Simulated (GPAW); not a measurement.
# Ballistic transport through an Ir chain with a Pd atom on top of one atom, from relaxation to T(E)

How well does an Ir chain with a Pd atom on top of one atom conduct once its atoms have relaxed, and how much do cheaper levels lose?

Calculated with GPAW 26.7.0; GPAW LCAO, PAW setups; relaxation of the junction within the symmetry of its start, lead ends held, in the first sound run; inputs show where later runs differ.

**1. Starting point**

The cell holds 18 atoms: 17 Ir and 1 Pd. Cell: a = 9.000 Å, b = 9.000 Å, c = 39.100 Å, α = 90.0°, β = 90.0°, γ = 90.0°. Regions: left lead, 8 atoms (8 Ir); channel, 2 atoms (1 Ir and 1 Pd); right lead, 8 atoms (8 Ir). Vacuum lies along a and b. The structure is stacked along c, and the current runs across the ab planes.

**2. Relaxation**

Transmission follows bond lengths closely, so the atoms between the held lead ends are relaxed first, within whatever symmetry the start has.

Contents of run.py:

```python
import json
from ase import Atoms
from ase.constraints import FixAtoms
from ase.optimize import BFGS
from gpaw import GPAW, FermiDirac

device = Atoms(
    ['Ir', 'Ir', 'Ir', 'Ir', 'Ir', 'Ir', 'Ir', 'Ir', 'Ir', 'Pd', 'Ir', 'Ir', 'Ir', 'Ir', 'Ir', 'Ir', 'Ir', 'Ir'],
    positions=[
        [4.50000, 4.50000, 1.15000],
        [4.50000, 4.50000, 3.45000],
        [4.50000, 4.50000, 5.75000],
        [4.50000, 4.50000, 8.05000],
        [4.50000, 4.50000, 10.35000],
        [4.50000, 4.50000, 12.65000],
        [4.50000, 4.50000, 14.95000],
        [4.50000, 4.50000, 17.25000],
        [4.50000, 4.50000, 19.55000],
        [6.80000, 4.50000, 19.55000],
        [4.50000, 4.50000, 21.85000],
        [4.50000, 4.50000, 24.15000],
        [4.50000, 4.50000, 26.45000],
        [4.50000, 4.50000, 28.75000],
        [4.50000, 4.50000, 31.05000],
        [4.50000, 4.50000, 33.35000],
        [4.50000, 4.50000, 35.65000],
        [4.50000, 4.50000, 37.95000]],
    cell=[[9.0, 0.0, 0.0], [0.0, 9.0, 0.0], [0.0, 0.0, 39.1]],
    pbc=True)

device.set_constraint(FixAtoms([0, 1, 2, 3, 4, 5, 6, 11, 12, 13, 14, 15, 16, 17]))
device.calc = GPAW(mode='lcao', basis='dzp', xc='PBE', h=0.18,
                   kpts={'size': (1, 1, 2), 'gamma': True},
                   symmetry={'tolerance': 1e-3, 'extra_ids': [1, 1, 1, 1, 1, 1, 1, 0, 0, 0, 0, 1, 1, 1, 1, 1, 1, 1]},
                   occupations=FermiDirac(0.1), maxiter=250,
                   mixer=dict(beta=0.1, nmaxold=8, weight=100.0),
                   convergence=dict(density=0.0001), txt='relax.txt')
path = []
opt = BFGS(device, maxstep=0.15)
opt.attach(lambda: path.append((device.get_potential_energy(), device.positions.tolist(), device.get_forces().tolist())))
relaxed = bool(opt.run(fmax=0.05, steps=50))
json.dump(dict(relaxed=relaxed, path=path, positions=device.positions.tolist(), moments=device.get_magnetic_moments().tolist(),
               forces=device.get_forces(apply_constraint=False).tolist()), open('result.json', 'w'))
```

Started as:

```sh
OMP_NUM_THREADS=1 OPENBLAS_NUM_THREADS=1 python run.py
```

What it wrote:

```text
Step          Energy          fmax
BFGS:    0      -83.080634        2.714462
BFGS:    1      -83.208282        1.569951
BFGS:    2      -83.282599        0.715746
BFGS:    3      -83.331557        0.925796
BFGS:    4      -83.496449        1.791574
BFGS:    5      -83.658500        2.067509
BFGS:    6      -83.766252        2.103234
BFGS:    7      -83.823992        2.034896
BFGS:    8      -83.959916        1.947458
BFGS:    9      -84.206462        1.580204
BFGS:   10      -84.263200        1.225979
BFGS:   11      -84.292600        0.906549
BFGS:   12      -84.347091        0.781860
BFGS:   13      -84.565267        1.260403
BFGS:   14      -84.474374        2.687699
BFGS:   15      -84.661810        0.495645
[...]
BFGS:   22      -84.695936        0.232844
BFGS:   23      -84.697875        0.189413
BFGS:   24      -84.700720        0.107732
BFGS:   25      -84.704675        0.193805
BFGS:   26      -84.714951        0.296609
BFGS:   27      -84.726015        0.294542
BFGS:   28      -84.729558        0.153796
BFGS:   29      -84.732193        0.031567
```

Run time: 77 min. Hardware: 1 thread of Arm Neoverse V2, shared host; peak memory 2 GiB.

The steps of the relaxation (22 of 30):

| step | energy less that of the first step (eV) | largest force (eV/Å) |
| --- | --- | --- |
| 1 | 0.0000 | 2.7145 |
| 2 | -0.1236 | 1.5700 |
| 4 | -0.2333 | 0.9258 |
| 5 | -0.3835 | 1.7916 |
| 7 | -0.6419 | 2.1032 |
| 8 | -0.6965 | 2.0349 |
| 9 | -0.8320 | 1.9475 |
| 11 | -1.1313 | 1.2260 |
| 12 | -1.1590 | 0.9065 |
| 13 | -1.2142 | 0.7819 |
| 15 | -1.3688 | 2.6877 |
| 16 | -1.5510 | 0.4956 |
| 18 | -1.5732 | 0.1137 |
| 19 | -1.5739 | 0.1069 |
| 20 | -1.5745 | 0.2307 |
| 22 | -1.5823 | 0.1145 |
| 23 | -1.5889 | 0.2328 |
| 24 | -1.5908 | 0.1894 |
| 26 | -1.5983 | 0.1938 |
| 27 | -1.6103 | 0.2966 |
| 29 | -1.6276 | 0.1538 |
| 30 | -1.6303 | 0.0316 |

The atoms that moved most (Å):

| atom | dx | dy | dz | length |
| --- | --- | --- | --- | --- |
| Ir8 | 0.735 | 0.000 | 0.044 | 0.737 |
| Ir11 | 0.735 | 0.000 | -0.044 | 0.737 |
| Ir9 | -0.221 | 0.000 | 0.000 | 0.221 |

The relaxation lowered the energy of the cell by 1.63 eV (energies extrapolated to zero smearing; the optimiser's log prints free energies). The largest force left on a free atom is 0.032 eV/Å.

**3. Double-zeta polarised basis**

The script solves lead and junction separately, takes H and S in the orbital basis, and joins semi-infinite leads through their self-energies; the dzp basis is the working standard.

This step: GPAW LCAO, PAW setups; Landauer transmission from Green's functions with principal layers (ASE), zero bias (GPAW 26.7.0).

Contents of run.py:

```python
import json
import numpy as np
from ase import Atoms
from ase.transport.calculators import TransportCalculator
from gpaw import GPAW, FermiDirac
from gpaw.lcao.tools import get_lcao_hamiltonian
from scipy.linalg import eigh

# The junction with lead layers at both ends, along the third cell vector
device = Atoms(
    ['Ir', 'Ir', 'Ir', 'Ir', 'Ir', 'Ir', 'Ir', 'Ir', 'Ir', 'Pd', 'Ir', 'Ir', 'Ir', 'Ir', 'Ir', 'Ir', 'Ir', 'Ir'],
    positions=[
        [4.50000, 4.50000, 1.15000],
        [4.50000, 4.50000, 3.45000],
        [4.50000, 4.50000, 5.75000],
        [4.50000, 4.50000, 8.05000],
        [4.50000, 4.50000, 10.35000],
        [4.50000, 4.50000, 12.65000],
        [4.50000, 4.50000, 14.95000],
        [5.23536, 4.50000, 17.29363],
        [4.27871, 4.50000, 19.55000],
        [6.80147, 4.50000, 19.55000],
        [5.23536, 4.50000, 21.80637],
        [4.50000, 4.50000, 24.15000],
        [4.50000, 4.50000, 26.45000],
        [4.50000, 4.50000, 28.75000],
        [4.50000, 4.50000, 31.05000],
        [4.50000, 4.50000, 33.35000],
        [4.50000, 4.50000, 35.65000],
        [4.50000, 4.50000, 37.95000]],
    cell=[[9.0, 0.0, 0.0], [0.0, 9.0, 0.0], [0.0, 0.0, 39.1]],
    pbc=True)

# One principal layer of the lead: the first 5 atoms of the device
lead = Atoms(
    ['Ir', 'Ir', 'Ir', 'Ir', 'Ir'],
    positions=[
        [4.50000, 4.50000, 1.15000],
        [4.50000, 4.50000, 3.45000],
        [4.50000, 4.50000, 5.75000],
        [4.50000, 4.50000, 8.05000],
        [4.50000, 4.50000, 10.35000]],
    cell=[[9.0, 0.0, 0.0], [0.0, 9.0, 0.0], [0.0, 0.0, 11.5]],
    pbc=True)

settings = dict(mode='lcao', basis='dzp', xc='PBE', h=0.2,
                occupations=FermiDirac(0.1), maxiter=250,
                mixer=dict(beta=0.1, nmaxold=8, weight=100.0),
                convergence=dict(density=0.0001))
energies = np.arange(-2, 2 + 1e-9, 0.025)
eta = 0.0001
n1, n2 = 1, 1
# k and -k transmit alike, so half of the mesh across the current serves
mesh = [(i, j) for i in range(n1) for j in range(n2) if (i, j) <= (-i % n1, -j % n2)]
weights = np.array([1 if (i, j) == (-i % n1, -j % n2) else 2 for i, j in mesh]) / (n1 * n2)

# [... helper functions left out ...]
fermi_lead = ground_state(lead, (1, 1, 10), 'lead.txt')
fermi_device = ground_state(device, (1, 1, 2), 'device.txt')
# [... loop over the mesh left out, but for ...]
        # Shift the lead onto the potential of the device's first layer
        shift = ((H[:, 0, 0] - H0[:, 0, 0]) / S0[0, 0]).real.mean()
# [...]
kT = 8.617333e-5 * 300
bias = [0.1, 0.2, 0.5, 1.0, 1.5, 2.0]
# [... integrals and printing left out ...]
```

What it wrote:

```text
basis functions: device 486, principal layer 135
Fermi level: lead -3.8817 eV, device -3.7461 eV; lead shifted by -0.0050 eV
largest coupling past the next layer 1.48e-06 eV, largest misfit of the first layer 0.056 eV
  E-E_F (eV)   T (one spin)  [channel counts left out]
    -2.000    9.3639e-01
    -1.975    9.3511e-01
    -1.950    9.3807e-01
    -1.925    9.4416e-01
    -1.900    9.5331e-01
    -1.875    9.4946e-01
    -1.850    9.7812e-01
    -1.825    9.9495e-01
    -1.800    1.0143e+00
    -1.775    1.0368e+00
    -1.750    1.0634e+00
    -1.725    1.0957e+00
    -1.700    1.1362e+00
    -1.675    1.1886e+00
    -1.650    1.2589e+00
    -1.625    1.3564e+00
[...]
1.825    1.2050e+00
     1.850    1.1184e+00
     1.875    9.9934e-01
     1.900    8.1514e-01
     1.925    3.9891e-01
     1.950    1.1083e-01
     1.975    2.8242e-01
     2.000    4.6824e-01
conductance at 300 K: 2.8865 G0 a cell; thermopower 14.34 uV/K
current from the zero-bias T(E) at 0.1 V: 22.223 uA
current from the zero-bias T(E) at 0.2 V: 43.722 uA
current from the zero-bias T(E) at 0.5 V: 108.12 uA
current from the zero-bias T(E) at 1.0 V: 221.48 uA
current from the zero-bias T(E) at 1.5 V: 308.61 uA
current from the zero-bias T(E) at 2.0 V: 387.12 uA
```

The job ended after 4.3 min (1 thread; peak memory 1.5 GiB).

Numbers from this step:

```
conductance                                    : 2.886 G₀
largest coupling past the next principal layer : 1.48e-6 eV
largest misfit of the first principal layer    : 0.05630 eV
shift that aligns the lead                     : -0.005017 eV
basis functions of the junction                : 486
basis functions of a principal layer           : 135
transmission at the Fermi level (one spin)     : 2.939
```

One spin. The transmission, zone mean by energy, zero at the Fermi level:

| energy (eV) | transmission, zone mean |
| --- | --- |
| -2.000 | 0.936 |
| -1.800 | 1.01 |
| -1.600 | 1.49 |
| -1.400 | 2.15 |
| -1.200 | 2.20 |
| -1.000 | 2.60 |
| -0.800 | 2.89 |
| -0.600 | 2.84 |
| -0.400 | 3.61 |
| -0.325 | 4.00 |
| -0.200 | 3.54 |
| 0.000 | 2.94 |
| 0.200 | 2.01 |
| 0.350 | 2.52 |
| 0.400 | 2.41 |
| 0.600 | 1.66 |
| 0.800 | 1.29 |
| 1.000 | 1.15 |
| 1.200 | 1.17 |
| 1.400 | 1.37 |
| 1.575 | 1.49 |
| 1.600 | 1.49 |
| 1.800 | 1.27 |
| 2.000 | 0.468 |

Not self-consistent under bias; the bias window is split evenly. The current through one cell, from the zero-bias transmission by bias:

| bias (V) | current through one cell, from the zero-bias transmission (μA) |
| --- | --- |
| 0.100 | 22.2 |
| 0.200 | 43.7 |
| 0.500 | 108 |
| 1.000 | 221 |
| 1.500 | 309 |
| 2.000 | 387 |

The transmission of the three most open eigenchannels by energy, zero at the Fermi level:

| energy (eV) | channel 1 | channel 2 | channel 3 |
| --- | --- | --- | --- |
| -2.000 | 0.622 | 0.262 | 0.0316 |
| -1.800 | 0.563 | 0.324 | 0.0844 |
| -1.600 | 0.599 | 0.437 | 0.331 |
| -1.400 | 0.928 | 0.844 | 0.231 |
| -1.200 | 0.858 | 0.768 | 0.376 |
| -1.000 | 0.963 | 0.786 | 0.459 |
| -0.800 | 0.845 | 0.749 | 0.644 |
| -0.600 | 0.984 | 0.956 | 0.311 |
| -0.400 | 0.998 | 0.888 | 0.680 |
| -0.200 | 0.996 | 0.907 | 0.866 |
| 0.000 | 0.996 | 0.931 | 0.624 |
| 0.200 | 0.953 | 0.734 | 0.316 |
| 0.400 | 0.978 | 0.952 | 0.468 |
| 0.600 | 0.990 | 0.450 | 0.210 |
| 0.800 | 0.997 | 0.257 | 0.0360 |
| 1.000 | 0.966 | 0.180 | 0.00704 |
| 1.200 | 0.897 | 0.141 | 0.136 |
| 1.400 | 0.811 | 0.441 | 0.116 |
| 1.600 | 0.723 | 0.676 | 0.0911 |
| 1.800 | 0.758 | 0.460 | 0.0532 |
| 2.000 | 0.468 | 9.0e-8 | 4.1e-8 |

Couplings past the next layer reach 1.5e-6 eV, small enough to drop; the matrix elements of the cell's first layer differ from the bulk lead's by up to 0.056 eV. That layer keeps its own values in the calculation, and only beyond it is the lead taken as perfect. The Fermi levels of lead and junction count from different zeros of potential, one for each periodic cell; with both set to zero, the small remaining shift is what aligns them. Without spin-orbit coupling, which is large for these atoms, channel counts and T are those of the scalar-relativistic bands. By hand: G = 2.886 × 77.48 μS = 224 μS, a resistance of 4.47 kΩ; at 0.1 V a linear junction would pass 22.4 μA, and the integral over the bias window gives 22.2 μA.

**4. GPAW, szp: basis = "szp(dzp)"**

One radial function a shell plus polarisation makes the matrices smaller; the question is what that costs.

Edit run.py of step 3 so:

```diff
@@ -45,3 +45,3 @@
 
-settings = dict(mode='lcao', basis='dzp', xc='PBE', h=0.2,
+settings = dict(mode='lcao', basis='szp(dzp)', xc='PBE', h=0.2,
                 occupations=FermiDirac(0.1), maxiter=250,
```

What it wrote:

```text
basis functions: device 270, principal layer 75
Fermi level: lead -3.5970 eV, device -3.4888 eV; lead shifted by -0.0082 eV
largest coupling past the next layer 1.48e-06 eV, largest misfit of the first layer 0.065 eV
  E-E_F (eV)   T (one spin)  [channel counts left out]
    -2.000    9.5112e-01
    -1.975    9.5049e-01
    -1.950    9.5532e-01
    -1.925    9.6176e-01
    -1.900    9.6998e-01
    -1.875    9.8006e-01
    -1.850    9.9244e-01
    -1.825    1.0080e+00
    -1.800    1.0291e+00
    -1.775    1.0602e+00
    -1.750    1.1120e+00
    -1.725    1.2114e+00
    -1.700    1.4222e+00
    -1.675    1.8115e+00
    -1.650    2.1279e+00
    -1.625    2.0807e+00
[...]
1.825    1.3566e+00
     1.850    1.2891e+00
     1.875    1.2005e+00
     1.900    1.0748e+00
     1.925    8.6610e-01
     1.950    9.2658e-02
     1.975    2.9011e-01
     2.000    5.2850e-01
conductance at 300 K: 3.0034 G0 a cell; thermopower 13.77 uV/K
current from the zero-bias T(E) at 0.1 V: 23.107 uA
current from the zero-bias T(E) at 0.2 V: 45.325 uA
current from the zero-bias T(E) at 0.5 V: 109.96 uA
current from the zero-bias T(E) at 1.0 V: 226.69 uA
current from the zero-bias T(E) at 1.5 V: 316.73 uA
current from the zero-bias T(E) at 2.0 V: 396.13 uA
```

Wall time 2.3 min (1 thread); peak memory 1.4 GiB.

Numbers from this step:

| Item | Value |
| --- | --- |
| conductance | 3.003 G₀ |
| largest misfit of the first principal layer | 0.06476 eV |
| shift that aligns the lead | -0.008157 eV |
| basis functions of the junction | 270 |
| basis functions of a principal layer | 75 |
| transmission at the Fermi level (one spin) | 3.065 |

One spin. Table of transmission, zone mean by energy, zero at the Fermi level:

| energy (eV) | transmission, zone mean |
| --- | --- |
| -2.000 | 0.951 |
| -1.900 | 0.970 |
| -1.800 | 1.03 |
| -1.700 | 1.42 |
| -1.650 | 2.13 |
| -1.600 | 1.94 |
| -1.500 | 1.67 |
| -1.400 | 1.63 |
| -1.300 | 1.98 |
| -1.200 | 2.18 |
| -1.100 | 2.41 |
| -1.000 | 2.66 |
| -0.900 | 2.90 |
| -0.800 | 2.95 |
| -0.700 | 2.88 |
| -0.600 | 2.97 |
| -0.500 | 3.61 |
| -0.400 | 4.05 |
| -0.375 | 4.07 |
| -0.300 | 3.75 |
| -0.200 | 3.61 |
| -0.100 | 3.40 |
| 0.000 | 3.07 |
| 0.100 | 1.89 |
| 0.200 | 1.93 |
| 0.300 | 2.29 |
| 0.350 | 2.41 |
| 0.400 | 2.33 |
| 0.500 | 1.91 |
| 0.600 | 1.59 |
| 0.700 | 1.39 |
| 0.800 | 1.26 |
| 0.900 | 1.21 |
| 1.000 | 1.17 |
| 1.100 | 1.18 |
| 1.200 | 1.24 |
| 1.300 | 1.36 |
| 1.400 | 1.49 |
| 1.500 | 1.59 |
| 1.575 | 1.62 |
| 1.600 | 1.61 |
| 1.700 | 1.55 |
| 1.800 | 1.41 |
| 1.900 | 1.07 |
| 2.000 | 0.528 |

Not self-consistent under bias; the bias window is split evenly. Table of current through one cell, from the zero-bias transmission by bias:

| bias (V) | current through one cell, from the zero-bias transmission (μA) |
| --- | --- |
| 0.100 | 23.1 |
| 0.200 | 45.3 |
| 0.500 | 110 |
| 1.000 | 227 |
| 1.500 | 317 |
| 2.000 | 396 |

Transmission of the three most open eigenchannels against energy, zero at the Fermi level:

| energy (eV) | channel 1 | channel 2 | channel 3 |
| --- | --- | --- | --- |
| -2.000 | 0.635 | 0.277 | 0.0360 |
| -1.800 | 0.592 | 0.367 | 0.0517 |
| -1.600 | 0.736 | 0.676 | 0.481 |
| -1.400 | 0.936 | 0.570 | 0.126 |
| -1.200 | 0.838 | 0.812 | 0.423 |
| -1.000 | 0.975 | 0.785 | 0.550 |
| -0.800 | 0.849 | 0.742 | 0.700 |
| -0.600 | 0.975 | 0.958 | 0.348 |
| -0.400 | 0.994 | 0.959 | 0.906 |
| -0.200 | 0.994 | 0.921 | 0.855 |
| 0.000 | 0.996 | 0.934 | 0.718 |
| 0.200 | 0.959 | 0.655 | 0.313 |
| 0.400 | 0.981 | 0.965 | 0.369 |
| 0.600 | 0.990 | 0.446 | 0.145 |
| 0.800 | 0.991 | 0.258 | 0.0160 |
| 1.000 | 0.972 | 0.183 | 0.0176 |
| 1.200 | 0.908 | 0.188 | 0.146 |
| 1.400 | 0.820 | 0.550 | 0.123 |
| 1.600 | 0.831 | 0.677 | 0.104 |
| 1.800 | 0.866 | 0.472 | 0.0731 |
| 2.000 | 0.528 | 1.2e-7 | 2.4e-8 |

The conductance, 3.00 G₀, lies 4.0 % above that of the dzp run.

**5. GPAW, sz: basis = "sz(dzp)"**

One function for each valence shell of the setup, as for a first survey of a large system.

Edit run.py of step 4 so:

```diff
@@ -45,3 +45,3 @@
 
-settings = dict(mode='lcao', basis='szp(dzp)', xc='PBE', h=0.2,
+settings = dict(mode='lcao', basis='sz(dzp)', xc='PBE', h=0.2,
                 occupations=FermiDirac(0.1), maxiter=250,
```

What it wrote:

```text
basis functions: device 216, principal layer 60
Fermi level: lead -3.6006 eV, device -3.4886 eV; lead shifted by -0.0096 eV
largest coupling past the next layer 1.47e-06 eV, largest misfit of the first layer 0.040 eV
  E-E_F (eV)   T (one spin)  [channel counts left out]
    -2.000    9.7273e-01
    -1.975    9.7606e-01
    -1.950    9.8128e-01
[...]
1.975    3.7799e-01
     2.000    5.8461e-01
conductance at 300 K: 3.0396 G0 a cell; thermopower 14.04 uV/K
current from the zero-bias T(E) at 0.1 V: 23.382 uA
current from the zero-bias T(E) at 0.2 V: 45.815 uA
current from the zero-bias T(E) at 0.5 V: 110.26 uA
current from the zero-bias T(E) at 1.0 V: 226.17 uA
current from the zero-bias T(E) at 1.5 V: 317.19 uA
current from the zero-bias T(E) at 2.0 V: 397.29 uA
```

Wall time 1.7 min (1 thread); peak memory 1.4 GiB.

This step gave:

- conductance: 3.040 G₀
- largest coupling past the next principal layer: 1.47e-6 eV
- largest misfit of the first principal layer: 0.03972 eV
- shift that aligns the lead: -0.009631 eV
- basis functions of the junction: 216
- basis functions of a principal layer: 60
- transmission at the Fermi level (one spin): 3.101

The conductance, 3.04 G₀, lies 5.3 % above that of the dzp run.

**6. LDA in the dzp basis: xc = "LDA"**

Back in the dzp basis, the functional changes from PBE to LDA, to set the spread between functionals beside that between bases.

Edit run.py of step 5 so:

```diff
@@ -45,3 +45,3 @@
 
-settings = dict(mode='lcao', basis='sz(dzp)', xc='PBE', h=0.2,
+settings = dict(mode='lcao', basis='dzp', xc='LDA', h=0.2,
                 occupations=FermiDirac(0.1), maxiter=250,
```

What it wrote:

```text
basis functions: device 486, principal layer 135
Fermi level: lead -4.1773 eV, device -4.0408 eV; lead shifted by -0.0071 eV
largest coupling past the next layer 1.53e-06 eV, largest misfit of the first layer 0.059 eV
  E-E_F (eV)   T (one spin)  [channel counts left out]
    -2.000    9.3056e-01
    -1.975    9.3439e-01
    -1.950    9.4063e-01
[...]
1.975    4.1780e-01
     2.000    5.8802e-01
conductance at 300 K: 2.9437 G0 a cell; thermopower 13.87 uV/K
current from the zero-bias T(E) at 0.1 V: 22.657 uA
current from the zero-bias T(E) at 0.2 V: 44.492 uA
current from the zero-bias T(E) at 0.5 V: 109.2 uA
current from the zero-bias T(E) at 1.0 V: 221.64 uA
current from the zero-bias T(E) at 1.5 V: 307.68 uA
current from the zero-bias T(E) at 2.0 V: 385.2 uA
```

Elapsed: 3.8 min, on 1 thread; peak memory 1.5 GiB.

This step gave:

```yaml
conductance: 2.944 G₀
largest_coupling_past_the_next_principal_layer: 1.53e-6 eV
largest_misfit_of_the_first_principal_layer: 0.05909 eV
shift_that_aligns_the_lead: -0.007121 eV
basis_functions_of_the_junction: 486
basis_functions_of_a_principal_layer: 135
transmission_at_the_fermi_level_one_spin: 2.998
```

The conductance, 2.94 G₀, lies 2.0 % above that of the dzp run.

(Continued in part 2 of 2.)

[Logs are printed without paths, hosts, clocks, repeated set-up lines and the standing remarks that a program may print on its own settings, such as how far it seeks lower states.]

[Hosts, paths, dates, database ids (printed as entryN), source tags and the programs' standing remarks are cut or masked in the printed files.]
